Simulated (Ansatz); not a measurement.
# Phonons of Si2W (I4/mmm) against volume, part 3 of 3

Wanted: Grüneisen parameters and pressure coefficients of the modes of Si2W (I4/mmm).

Ansatz 0.2.0; DFT LDA, scalar-relativistic, plane waves, PAW; PAW set soft_1.

So far, highest optical mode at the zone centre (no LO-TO term) (cm⁻¹): step 4 (zone-centre response at rest) 452; step 6 (volume ratio 1.06) 419.

### Step 7. A member of the series: 0.9 times the volume at rest (continued)

Step by step:

| step | energy less that of the first step (eV) | largest force component (eV/Å) | pressure (GPa) | volume (Å³) |
| --- | --- | --- | --- | --- |
| 1 | 0.0000 | 0.0611 | 31.65 | 35.50 |
| 2 | -0.0003 | 0.0231 | 31.55 | 35.50 |
| 3 | -0.0003 | 0.0083 | 31.54 | 35.50 |
| 4 | -0.0003 | 0.0001 | 31.54 | 35.50 |
| 5* | -0.0003 | 0.0001 | 31.54 | 35.50 |

Relaxation steps marked * repeat the geometry before them on a plane-wave basis chosen anew for their cell, so energy and pressure can jump there.

Forces are held to the 16 operations that the run works with; a distortion that breaks them can't arise in this run.

| conventional cell, symmetrised | before | after | change |
| --- | --- | --- | --- |
| a (Å) | 3.069 | 3.067 | -0.1 % |
| b (Å) | 3.069 | 3.067 | -0.1 % |
| c (Å) | 7.536 | 7.545 | +0.1 % |
| volume (Å³/atom) | 11.83 | 11.83 | -0.0 % |

The relaxed structure:

```
Si W
1.0
    -1.53375    1.53375    3.77245
     1.53375   -1.53375    3.77245
     1.53375    1.53375   -3.77245
Si W
2 1
Direct
  0.33309 0.33309 0.00000
  0.66691 0.66691 0.00000
  0.00000 0.00000 0.00000
```

This step gave:

* pressure: 31.54 GPa
* volume per atom: 11.83 Å³

The largest force component left is 0.081 meV/Å, at a pressure of 31.54 GPa.

### Step 8. Modes of this member: 0.9 times the volume at rest

The zone-centre modes follow for 0.9 times the volume at rest.

File input.yaml:

```yaml
crystal:
  lattice:
    - [-1.533749657, 1.533749657, 3.7724538078]
    - [1.533749657, -1.533749657, 3.7724538078]
    - [1.533749657, 1.533749657, -3.7724538078]
  atoms:
    - { symbol: Si, position: [0.3330937967, 0.3330937967, 0.0] }
    - { symbol: Si, position: [0.6669062033, 0.6669062033, 0.0] }
    - { symbol: W, position: [0.0, 0.0, 0.0] }
kpoints:
  mp_grid: { grid: [20, 20, 20] }
hamiltonian:
  xc: lda
  pseudopotentials: { kind: paw, azcp: { folder: soft_1 }, xc_functional: pbe }
scf:
  occupations: { method: methfessel_paxton, width: 0.2 }
output:
  eigenvalues: true
phonons:
  method: dfpt
```

On the command line:

```console
> ansatz run input.yaml --threads 4 --pin off --max-ram 10240MiB --backend cpu --events-out ev --progress --plain --runs-dir out
```

Numbers of over 12 decimals in the logs are rounded to 6 here.

What it wrote:

```text
[...]
Crystal: 3 atoms, lattice volume = 35.497 Å³
Basis set: ecut = 420 eV, 681 PW (Γ), exchange–correlation on 60×60×60 points (8 copies of the dense FFT grid, shifted against one another)
Bands: 15, of which v1, the nominal top of the filled ones, is band 11 counted from 1 (10 counted from 0)
Symmetry: 16 space group operations
k-points: 1166 of 8000 (irreducible under 4 space group operations, time reversal used)
[...]
k-point 2: bands = [... 7 lower, 14.8813, 15.1277, 16.8458, 18.2326, 22.2530, 22.5933, 22.9169, 23.0357]
  k-point 1165: bands = [... 7 lower, 15.9518, 18.2344, 18.2344, 18.3778, 18.3778, 20.0167, 23.8417, 25.1499]
[...]
ASR residual: 9.199e-5 → 0.000e0 eV/Å²; symmetrization residual: 6.107e-7 eV/Å²
  ASR residual per site (eV/Å²): 5.98e-5 5.98e-5 9.20e-5
  Γ frequencies (cm⁻¹): 0.00 0.00 0.00 322.78 322.78 375.58 413.69 413.69 514.46
[...]
[key lines of the parts left out:]
SCF converged after 8 iterations
Free energy (F): -11348.947845 eV
Fermi energy:    18.989961 eV
```

The job ended after 2.4 min (4 threads of Arm Neoverse N1, shared host; peak memory 1.9 GiB; 9.2 min of CPU time).

This step gave:

```yaml
sum_rule_residual_before_enforcement: 9.20e-5 eV/Å²
highest_optical_mode_at_the_zone_centre_no_lo_to_term: 514.5 cm⁻¹
lowest_optical_zone_centre_mode: 322.8 cm⁻¹
```

Patterns of degenerate modes are one choice out of their space. The modes at Γ (shares of kinetic energy by element, %):

| mode | frequency (cm⁻¹) | symmetry | Si % | W % |
| --- | --- | --- | --- | --- |
| 1 | 0.0 | acoustic | 23 | 77 |
| 2 | 0.0 | acoustic | 23 | 77 |
| 3 | 0.0 | acoustic | 23 | 77 |
| 4 | 322.8 | Eu | 77 | 23 |
| 5 | 322.8 | Eu | 77 | 23 |
| 6 | 375.6 | A2u | 77 | 23 |
| 7 | 413.7 | Eg | 100 | 0 |
| 8 | 413.7 | Eg | 100 | 0 |
| 9 | 514.5 | A1g | 100 | 0 |

The lowest optical mode is real, 323 cm⁻¹, and the highest lies at 514.5 cm⁻¹.

Between step 4 and this run (volume ratio 0.9) the value for the highest optical mode at the zone centre (no LO-TO term) moves from 452 cm⁻¹ to 514 cm⁻¹ (+14 %).

### Step 9. All members side by side

The members are set side by side, also those not shown above.

Each row is one cell with its response, relaxed at fixed volume as far as symmetry leaves anything free; energies are extrapolated to zero smearing, and E0 is that at rest; shape and atoms are relaxed in each cell where symmetry leaves them free; all runs use 20×20×20 k points and Methfessel-Paxton smearing of 0.2 eV. State of the crystal along the series:

| volume ratio | V (Å³/atom) | pressure (GPa) | E - E0 (meV/atom) | first cell vector (Å) | third cell vector (Å) |
| --- | --- | --- | --- | --- | --- |
| 0.9 | 11.83 | 31.54 | 118 | 4.352 | 4.352 |
| 0.92 | 12.1 | 23.81 | 72.67 | 4.38 | 4.38 |
| 0.94 | 12.36 | 16.87 | 39.37 | 4.409 | 4.409 |
| 0.96 | 12.62 | 10.64 | 16.87 | 4.437 | 4.437 |
| 0.98 | 12.88 | 5.034 | 4.075 | 4.464 | 4.464 |
| 0.99 | 13.02 | 2.449 | 1.006 | 4.478 | 4.478 |
| 1 | 13.15 | 4.47e-5 | 0 | 4.492 | 4.492 |
| 1.02 | 13.41 | -4.521 | 3.757 | 4.519 | 4.519 |
| 1.04 | 13.67 | -8.578 | 14.54 | 4.546 | 4.546 |
| 1.06 | 13.94 | -12.22 | 31.64 | 4.572 | 4.572 |

Each mode is tracked from rest by its pattern, and modes that stay within 0.3 cm⁻¹ of each other stand once; shape and atoms are relaxed in each cell where symmetry leaves them free; all runs use 20×20×20 k points and Methfessel-Paxton smearing of 0.2 eV. Optical modes along the series:

| V (Å³/atom) | mode 4 Eu (cm⁻¹) | mode 6 A2u (cm⁻¹) | mode 7 Eg (cm⁻¹) | mode 9 A1g (cm⁻¹) |
| --- | --- | --- | --- | --- |
| 11.83 | 322.8 | 375.6 | 413.7 | 514.5 |
| 12.1 | 310.5 | 361.1 | 398.2 | 501 |
| 12.36 | 298.5 | 347.1 | 383.2 | 488 |
| 12.62 | 286.7 | 333.5 | 368.8 | 475.5 |
| 12.88 | 275.3 | 320.2 | 354.8 | 463.5 |
| 13.02 | 269.6 | 313.7 | 348 | 457.6 |
| 13.15 | 264.1 | 307.3 | 341.3 | 451.8 |
| 13.41 | 253.1 | 294.8 | 328.2 | 440.4 |
| 13.67 | 242.3 | 282.5 | 315.6 | 429.4 |
| 13.94 | 231.7 | 270.5 | 303.2 | 418.6 |

From cubic fits (parabolas where under five rows exist) of ln ω and P against ln V through the rows within about 4 % of rest: γ = −d ln ω / d ln V and dω/dP = γ ω / B. Slopes at rest:

| mode | fitted frequency at rest (cm⁻¹) | Grüneisen parameter γ | dω/dP (cm⁻¹/GPa) |
| --- | --- | --- | --- |
| mode 4 Eu | 264.1 | 2.1 | 2.33 |
| mode 6 A2u | 307.3 | 2.07 | 2.67 |
| mode 7 Eg | 341.3 | 1.95 | 2.79 |
| mode 9 A1g | 451.8 | 1.27 | 2.41 |

### Step 10. Summary of results

| Property | Result |
| --- | --- |
| members | 10 |
| highest optical mode at the zone centre (no LO-TO term), at rest | 451.8 cm⁻¹ |
| bulk modulus at rest | 238 GPa |
| mode 4 Eu, γ | 2.10 |
| mode 6 A2u, γ | 2.07 |
| mode 7 Eg, γ | 1.95 |
| mode 9 A1g, γ | 1.27 |

In words: The series spans -12.2 to 31.5 GPa, and the slope at rest gives a bulk modulus of 238 GPa. Among the modes in the table of slopes γ runs from 1.27 (mode 9 A1g) to 2.10 (mode 4 Eu). One k mesh and one cutoff serve the ground states and modes of all volumes. These are harmonic frequencies at zero temperature: anharmonic shifts, linewidths and thermal expansion are left out. Spin-orbit coupling is left out, which can matter for the heavy elements here. With no gap, or one that is small against the smearing, the frequencies hang on the k mesh and the smearing, most of all near Kohn anomalies. The PAW files were made for PBE; the program adapts parts of them to the functional of the run, but their partial waves stay those of PBE, an approximation that was not tested in this session. Only the zone centre was solved, so an instability at another wavevector cannot show here.

[Logs are printed without paths, hosts, clocks, repeated set-up lines and the standing remarks that a program may print on its own settings, such as how far it seeks lower states.]

[Hosts, paths, dates, database ids (printed as entryN), source tags and the programs' standing remarks are cut or masked in the printed files.]
